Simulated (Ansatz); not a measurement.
# The perfect Sn wire along [110], 8 atoms a period, H-terminated, part 3 of 3

Aim: is the Sn wire along [110], 8 atoms a period, H-terminated a metal or a semiconductor?

Ansatz 0.2.0; DFT PBE, plane waves, PAW; relaxation of a wire's period; PAW set soft_1 (the session's first sound run).

So far, band gap (eV): step 3 (bands of the perfect wire, PBE) 1.33; step 4 (another level of theory, cutoff 500 eV, k-mesh 1×1×13, r2SCAN PBE) 1.64; step 5 (another level of theory, level HSE06, cutoff 420 eV, HSE06 PBE) 1.96; step 6 (two-component spinors, k-mesh 1×1×11, PBE spin-orbit) 1.30.

### 8. Strain along the wire, period over the relaxed period 1.1, k-mesh 1×1×12

This step: DFT PBE, plane waves, PAW; relaxation at a fixed period; PAW set soft_1 (Ansatz 0.2.0).

The period is set to 1.1 times the relaxed one and the atoms relax within it: strain changes bond lengths and angles, which shifts the bands against each other. Against the first PBE run of this kind, the mesh along the wire has 12 points against 18.

The cell differs from the one that the last finished run ended in (c 4.703 → 5.174 Å).

File input.yaml:

```yaml
crystal:
  lattice:
    - [17.133, 0.0, 0.0]
    - [0.0, 14.36, 0.0]
    - [0.0, 0.0, 5.1738326661]
  atoms:
    - { symbol: Sn, position: [0.354814308, 0.5, 0.0] }
    - { symbol: H, position: [0.39444436, 0.758099864, 0.0] }
    - { symbol: Sn, position: [0.453292473, 0.659251116, 0.0] }
    - { symbol: Sn, position: [0.453292473, 0.340748884, 0.0] }
    - { symbol: Sn, position: [0.738440422, 0.5, 0.0] }
    - { symbol: H, position: [0.799091652, 0.59665399, 0.0] }
    - { symbol: H, position: [0.799091652, 0.40334601, 0.0] }
    - { symbol: H, position: [0.200908348, 0.59665399, 0.5] }
    - { symbol: H, position: [0.200908348, 0.40334601, 0.5] }
    - { symbol: Sn, position: [0.261559578, 0.5, 0.5] }
    - { symbol: Sn, position: [0.546707527, 0.659251116, 0.5] }
    - { symbol: Sn, position: [0.546707527, 0.340748884, 0.5] }
    - { symbol: H, position: [0.60555564, 0.758099864, 0.5] }
    - { symbol: H, position: [0.60555564, 0.241900136, 0.5] }
    - { symbol: Sn, position: [0.645185692, 0.5, 0.5] }
    - { symbol: H, position: [0.39444436, 0.241900136, 0.0] }
kpoints:
  mp_grid: { grid: [1, 1, 12] }
  band_path: { path: ["Γ", Z], npoints: 90 }
scf:
  occupations: { method: fermi_dirac, width: 0.05 }
hamiltonian:
  xc: pbe
  pseudopotentials: { kind: paw, azcp: { folder: soft_1 } }
relax:
  max_steps: 40
  f_tol: 0.02
output:
  stress: true
```

Run with:

```console
ansatz run input.yaml --threads 4 --pin off --max-ram 16384MiB --backend cpu --events-out ev --progress --plain --runs-dir out
```

Numbers of over 12 decimals in the logs are rounded to 6 here.

Log:

```text
Warning: output.stress: scf.convergence.dr2_threshold = 1e-7 eV (the SCF's general default) is looser than the 1.6e-9 eV advised for a printed stress (1e-10 eV for each atom of the cell: 16). What an SCF threshold leaves in a stress goes as its square root, and in the free energy as the threshold itself, and one threshold admits the most on a small cell: [figures from the program's tests cut] Every solve of this run  [...]
[...]
Crystal: 16 atoms, lattice volume = 1272.917 Å³
Basis set: ecut = 420 eV, 24935 PW (Γ), exchange–correlation on 240×192×72 points (8 copies of the dense FFT grid, shifted against one another)
Bands: 76, of which v1, the nominal top of the filled ones, is band 60 counted from 1 (59 counted from 0)
Symmetry: 8 space group operations
[...]
k-points: 7 of 12
[...]
SCF iter   1: F=—  HF=-48319.574926 eV  |F-HF|=—  |Δ(HF+E_count)|=         —  Δρ=2.48e-2  dr2=8.32e0  ethr=3.10e-3  ⟨swp⟩=8.0  Hψ=2608  notcnv=0  defer=5
[...]
SCF iter   8: F=-48317.119101 eV  HF=-48317.119097 eV  |F-HF|=3.21e-6  |Δ(HF+E_count)|=   2.66e-5  Δρ=9.93e-6  dr2=1.70e-6  ethr=8.33e-9  ⟨swp⟩=5.0  Hψ=1912  notcnv=0
SCF 1 converged in 8 iterations: F = -48317.119101 eV  dr2 = 1.70e-6
[...]
relax step   1: F+E_penalty+E_count = -48317.11910061 eV  Δ(F+E_penalty+E_count) = +0.000e0 eV  max|allowed force component| = 6.029e-1 eV/Å  Δτ_max = 0.0000 Å  (8 SCF iters, dr2 threshold 1.00e-5 eV, accepted)
[...]
SCF iter   6: F=-48316.970547 eV  HF=-48316.970564 eV  |F-HF|=1.72e-5  |Δ(HF+E_count)|=   2.08e-5  Δρ=1.86e-5  dr2=2.23e-5  ethr=1.89e-8  ⟨swp⟩=4.0  Hψ=1891  notcnv=0
SCF 2 converged in 6 iterations: F = -48316.970547 eV  dr2 = 2.23e-5
[...]
relax step   2: F+E_penalty+E_count = -48316.97054694 eV  Δ(F+E_penalty+E_count) = +1.486e-1 eV  max|allowed force component| = 1.248e0 eV/Å  Δτ_max = 0.1946 Å  (6 SCF iters, dr2 threshold 2.27e-5 eV, rejected (line search))
SCF iter   1: F=—  HF=-48317.285835 eV  |F-HF|=—  |Δ(HF+E_count)|=         —  Δρ=3.67e-3  dr2=1.28e-1  ethr=9.74e-4  ⟨swp⟩=5.4  Hψ=1441  notcnv=0  defer=25
[...]
SCF iter   8: F=-48317.260981 eV  HF=-48317.260981 eV  |F-HF|=1.13e-8  |Δ(HF+E_count)|=   2.97e-8  Δρ=1.06e-6  dr2=4.75e-8  ethr=8.33e-11  ⟨swp⟩=5.0  Hψ=1909  notcnv=0
SCF 3 converged in 8 iterations: F = -48317.260981 eV  dr2 = 4.75e-8
relax step   3: F+E_penalty+E_count = -48317.26098128 eV  Δ(F+E_penalty+E_count) = -1.419e-1 eV  max|allowed force component| = 1.276e-1 eV/Å  Δτ_max = 0.0948 Å  (8 SCF iters, accepted)
[...]
relax step   4: F+E_penalty+E_count = -48317.28623699 eV  Δ(F+E_penalty+E_count) = -2.526e-2 eV  max|allowed force component| = 6.499e-2 eV/Å  Δτ_max = 0.1000 Å  (6 SCF iters, dr2 threshold 1.02e-6 eV, accepted)
SCF iter   1: F=—  HF=-48317.290163 eV  |F-HF|=—  |Δ(HF+E_count)|=         —  Δρ=8.44e-4  dr2=6.35e-3  ethr=4.48e-5  ⟨swp⟩=3.0  Hψ=984  notcnv=0  defer=66
[...]
SCF iter   7: F=-48317.289187 eV  HF=-48317.289187 eV  |F-HF|=1.48e-8  |Δ(HF+E_count)|=   3.15e-8  Δρ=9.82e-7  dr2=1.74e-8  ethr=8.33e-11  ⟨swp⟩=5.0  Hψ=1659  notcnv=0
SCF 5 converged in 7 iterations: F = -48317.289187 eV  dr2 = 1.74e-8
relax step   5: F+E_penalty+E_count = -48317.28918683 eV  Δ(F+E_penalty+E_count) = -2.950e-3 eV  max|allowed force component| = 8.825e-3 eV/Å  Δτ_max = 0.0258 Å  (7 SCF iters, accepted)
[...]
the band table was solved once a step of the walk had ended and its energy, with any forces and stress, was formed, with the checks that follow a solve (3217 applications of the Hamiltonian). They found nothing against the state; the energy, forces and stress were not computed again (output.eigenvalues in the input reference)
[...]
SCF converged after 7 iterations
Free energy (F): -48317.289187 eV
[...]
Internal energy: -48317.289170 eV  (E = F + TS)
E sigma→0 (E₀):  -48317.289178 eV
Entropy (-TS):   -0.000017 eV (-0.001 meV/atom)
Fermi energy:    -2.193190 eV
[...]
--- Forces (eV/Å), atoms counted from 1 ---
  atom   1  Sn    -0.00715328     0.00000000     0.00000000
  atom   2  H      0.00290741    -0.00245410     0.00000000
  atom   3  Sn     0.00197253     0.00882452    -0.00000000
  atom   4  Sn     0.00197253    -0.00882452     0.00000000
  atom   5  Sn    -0.00411337     0.00000000    -0.00000000
  atom   6  H     -0.00168075     0.00270021    -0.00000000
  atom   7  H     -0.00168075    -0.00270021    -0.00000000
  atom   8  H      0.00168075     0.00270021     0.00000000
  atom   9  H      0.00168075    -0.00270021     0.00000000
  atom  10  Sn     0.00411337     0.00000000     0.00000000
  atom  11  Sn    -0.00197253     0.00882452     0.00000000
  atom  12  Sn    -0.00197253    -0.00882452     0.00000000
  atom  13  H     -0.00290741    -0.00245410    -0.00000000
  atom  14  H     -0.00290741     0.00245410    -0.00000000
  atom  15  Sn     0.00715328     0.00000000    -0.00000000
  atom  16  H      0.00290741     0.00245410     0.00000000
  max |Σ_I F_I| component: 8.67e-19 eV/Å
--- Stress (GPa, compression-positive) ---
       -0.007250       0.000000      -0.000000
        0.000000       0.009547      -0.000000
       -0.000000      -0.000000      -1.425366
  P = ⅓ Tr σ = -0.4744 GPa (-4.744 kbar)
--- Band table (eV; the first three rows and the last of 7) ---
  k-point 0: bands = [... 56 lower, -3.2350, -3.1293, -2.9979, -2.6605, -1.7221, -1.6305, -1.4481, -1.2912, ... 12 higher]
  k-point 1: bands = [... 56 lower, -3.3512, -3.1511, -2.9565, -2.8711, -1.3034, -1.2782, -1.2163, -1.0874, ... 12 higher]
  k-point 2: bands = [... 56 lower, -3.4305, -3.2142, -3.1899, -2.8572, -0.6436, -0.6178, -0.5514, -0.5295, ... 12 higher]
  k-point 6: bands = [... 56 lower, -3.5468, -3.5468, -3.3617, -3.3617, 0.1928, 0.1928, 0.5574, 0.5574, ... 12 higher]
--- Relaxed structure (5 steps of the walk, 4 accepted, 0 SCFs on fresh bases) ---
  F+E_penalty+E_count = -48317.28918683 eV   max|allowed force component| = 8.825e-3 eV/Å
  atoms:
    - { symbol: Sn, position: [0.357596, 0.5, 0] }
    - { symbol: H, position: [0.399250, 0.757894, 0] }
    - { symbol: Sn, position: [0.457837, 0.658403, 0] }
    - { symbol: Sn, position: [0.457837, 0.341597, 0] }
    - { symbol: Sn, position: [0.726283, 0.5, 0] }
    - { symbol: H, position: [0.787970, 0.596202, 0] }
    - { symbol: H, position: [0.787970, 0.403798, 0] }
    - { symbol: H, position: [0.212030, 0.596202, 0.500000] }
    - { symbol: H, position: [0.212030, 0.403798, 0.500000] }
    - { symbol: Sn, position: [0.273717, 0.5, 0.500000] }
    - { symbol: Sn, position: [0.542163, 0.658403, 0.500000] }
    - { symbol: Sn, position: [0.542163, 0.341597, 0.500000] }
    - { symbol: H, position: [0.600750, 0.757894, 0.500000] }
    - { symbol: H, position: [0.600750, 0.242106, 0.500000] }
    - { symbol: Sn, position: [0.642404, 0.5, 0.500000] }
    - { symbol: H, position: [0.399250, 0.242106, 0] }
```

The job ended after 2.1 min (4 threads of Arm Neoverse V1, shared host; peak memory 4.7 GiB).

Relaxation path:

```
step  energy less that of the first step (eV)  largest force component (eV/Å)
   1                                   0.0000                          0.6029
   2                                   0.1486                          1.2480
   3                                  -0.1419                          0.1276
   4                                  -0.1671                          0.0650
   5                                  -0.1701                          0.0088
```

Relaxation step 2 was tried and not accepted.

Forces are held to the 8 operations that the run works with; a distortion that breaks them can't arise in this run.

The atoms that moved most (Å):

```
atom      dx      dy     dz  length
 Sn5  -0.208   0.000  0.000   0.208
Sn10   0.208   0.000  0.000   0.208
  H6  -0.191  -0.006  0.000   0.191
  H7  -0.191   0.006  0.000   0.191
  H8   0.191  -0.006  0.000   0.191
  H9   0.191   0.006  0.000   0.191
 H16   0.082   0.003  0.000   0.082
  H2   0.082  -0.003  0.000   0.082
```

The relaxed structure:

```xyz
16
Lattice="17.1330 0.0000 0.0000 0.0000 14.3600 0.0000 0.0000 0.0000 5.1738" Properties=species:S:1:pos:R:3
Sn    6.1267    7.1800    0.0000
H     6.8404   10.8834    0.0000
Sn    7.8441    9.4547    0.0000
Sn    7.8441    4.9053    0.0000
Sn   12.4434    7.1800    0.0000
H    13.5003    8.5615    0.0000
H    13.5003    5.7985    0.0000
H     3.6327    8.5615    2.5869
H     3.6327    5.7985    2.5869
Sn    4.6896    7.1800    2.5869
Sn    9.2889    9.4547    2.5869
Sn    9.2889    4.9053    2.5869
H    10.2926   10.8834    2.5869
H    10.2926    3.4766    2.5869
Sn   11.0063    7.1800    2.5869
H     6.8404    3.4766    0.0000
```

This step gave:

```yaml
band_gap: 0.9384 eV
```

The electronic bands at the labelled points (eV, zero at the Fermi level; v1 is the highest filled band, c1 the lowest empty one):

```
  point     v4     v3     v2     v1    c1    c2    c3    c4
      Γ  -1.04  -0.94  -0.80  -0.47  0.47  0.56  0.75  0.90
halfway  -1.28  -1.12  -1.06  -0.78  2.14  2.20  2.28  2.40
      Z  -1.35  -1.35  -1.17  -1.17  2.39  2.39  2.75  2.75
```

The gap is 0.938 eV, against 1.33 eV under PBE at the relaxed period.

### 9. Strain along the wire, period over the relaxed period 1.03, k-mesh 1×1×13

The period is set to 1.03 times the relaxed one and the atoms relax within it: strain changes bond lengths and angles, which shifts the bands against each other. Against the first PBE run of this kind, the mesh along the wire has 13 points against 18.

The cell differs from the one that the last finished run ended in (c 5.174 → 4.845 Å).

Changes to input.yaml since step 8:

```diff
@@ -4,3 +4,3 @@
     - [0.0, 14.36, 0.0]
-    - [0.0, 0.0, 5.1738326661]
+    - [0.0, 0.0, 4.8445887692]
   atoms:
@@ -23,3 +23,3 @@
 kpoints:
-  mp_grid: { grid: [1, 1, 12] }
+  mp_grid: { grid: [1, 1, 13] }
   band_path: { path: ["Γ", Z], npoints: 90 }
```

Log:

```text
[...]
Crystal: 16 atoms, lattice volume = 1191.914 Å³
Basis set: ecut = 420 eV, 23263 PW (Γ), exchange–correlation on 240×192×72 points (8 copies of the dense FFT grid, shifted against one another)
Bands: 76, of which v1, the nominal top of the filled ones, is band 60 counted from 1 (59 counted from 0)
Symmetry: 8 space group operations
[...]
- { symbol: H, position: [0.203962, 0.596590, 0.5] }
    - { symbol: H, position: [0.203962, 0.403410, 0.5] }
    - { symbol: Sn, position: [0.264851, 0.5, 0.5] }
    - { symbol: Sn, position: [0.545310, 0.658438, 0.5] }
    - { symbol: Sn, position: [0.545310, 0.341562, 0.5] }
    - { symbol: H, position: [0.603988, 0.757543, 0.5] }
    - { symbol: H, position: [0.603988, 0.242457, 0.5] }
    - { symbol: Sn, position: [0.644920, 0.5, 0.5] }
    - { symbol: H, position: [0.396012, 0.242457, 0.0] }
[key lines of the parts left out:]
SCF converged after 6 iterations
Free energy (F): -48317.796422 eV
Fermi energy:    -1.606072 eV
P = ⅓ Tr σ = -0.1720 GPa (-1.720 kbar)
```

It took 1.8 min on 4 threads; peak memory 4.5 GiB.

The steps of the relaxation:

```
step  energy less that of the first step (eV)  largest force component (eV/Å)
   1                                   0.0000                          0.2334
   2                                   0.2611                          1.1222
   3                                  -0.0201                          0.0592
   4                                  -0.0208                          0.0172
```

Relaxation step 2 was tried and not accepted.

The run keeps the 8 symmetry operations that it works with, so distortions that break them were not tested.

The atoms that moved most (Å):

```
atom      dx      dy     dz  length
 Sn5  -0.056   0.000  0.000   0.056
Sn10   0.056   0.000  0.000   0.056
  H6  -0.052  -0.001  0.000   0.052
  H7  -0.052   0.001  0.000   0.052
  H8   0.052  -0.001  0.000   0.052
  H9   0.052   0.001  0.000   0.052
 H14  -0.027   0.008  0.000   0.028
 H13  -0.027  -0.008  0.000   0.028
```

The relaxed structure:

```xyz
16
Lattice="17.1330 0.0000 0.0000 0.0000 14.3600 0.0000 0.0000 0.0000 4.8446" Properties=species:S:1:pos:R:3
Sn    6.0836    7.1800    0.0000
H     6.7849   10.8783    0.0000
Sn    7.7902    9.4552    0.0000
Sn    7.7902    4.9048    0.0000
Sn   12.5953    7.1800    0.0000
H    13.6385    8.5670    0.0000
H    13.6385    5.7930    0.0000
H     3.4945    8.5670    2.4223
H     3.4945    5.7930    2.4223
Sn    4.5377    7.1800    2.4223
Sn    9.3428    9.4552    2.4223
Sn    9.3428    4.9048    2.4223
H    10.3481   10.8783    2.4223
H    10.3481    3.4817    2.4223
Sn   11.0494    7.1800    2.4223
H     6.7849    3.4817    0.0000
```

Numbers from this step:

- band gap: 1.235 eV

The electronic bands at the labelled points (eV, zero at the Fermi level; v1 is the highest filled band, c1 the lowest empty one):

```
  point     v4     v3     v2     v1    c1    c2    c3    c4
      Γ  -1.31  -1.28  -1.16  -0.61  0.62  0.72  0.80  0.99
halfway  -1.70  -1.61  -1.60  -1.34  1.99  2.04  2.29  2.33
      Z  -1.80  -1.80  -1.77  -1.77  1.91  1.91  2.30  2.30
```

The gap is 1.23 eV, against 1.33 eV under PBE at the relaxed period.

### 10. Summary of results

* cell length, PBE: 4.703 Å
* gap, PBE: 1.33 eV
* gap, r2SCAN: 1.64 eV
* gap, HSE06: 1.96 eV
* gap, with spin-orbit coupling: 1.30 eV
* gap, period scaled by 1.1: 0.938 eV
* gap, period scaled by 1.03: 1.23 eV

**Reading.** Under PBE the cell's length is 4.70 Å, and a gap of 1.33 eV makes it a semiconductor. At the relaxed period the wire is gapped under every functional, from 1.33 eV (PBE) to 1.96 eV (HSE06). Weak screening in one dimension makes quasiparticle gaps larger than the semilocal gaps, as a rule. Strain matters: under PBE the gap goes from 1.33 eV to 1.23 eV at 1.03 times the period and 0.938 eV at 1.1 times the period. A hybrid's gap is read on a coarse mesh, without a band path.

[Logs are printed without paths, hosts, clocks, repeated set-up lines and the standing remarks that a program may print on its own settings, such as how far it seeks lower states.]

[Hosts, paths, dates, database ids (printed as entryN), source tags and the programs' standing remarks are cut or masked in the printed files.]
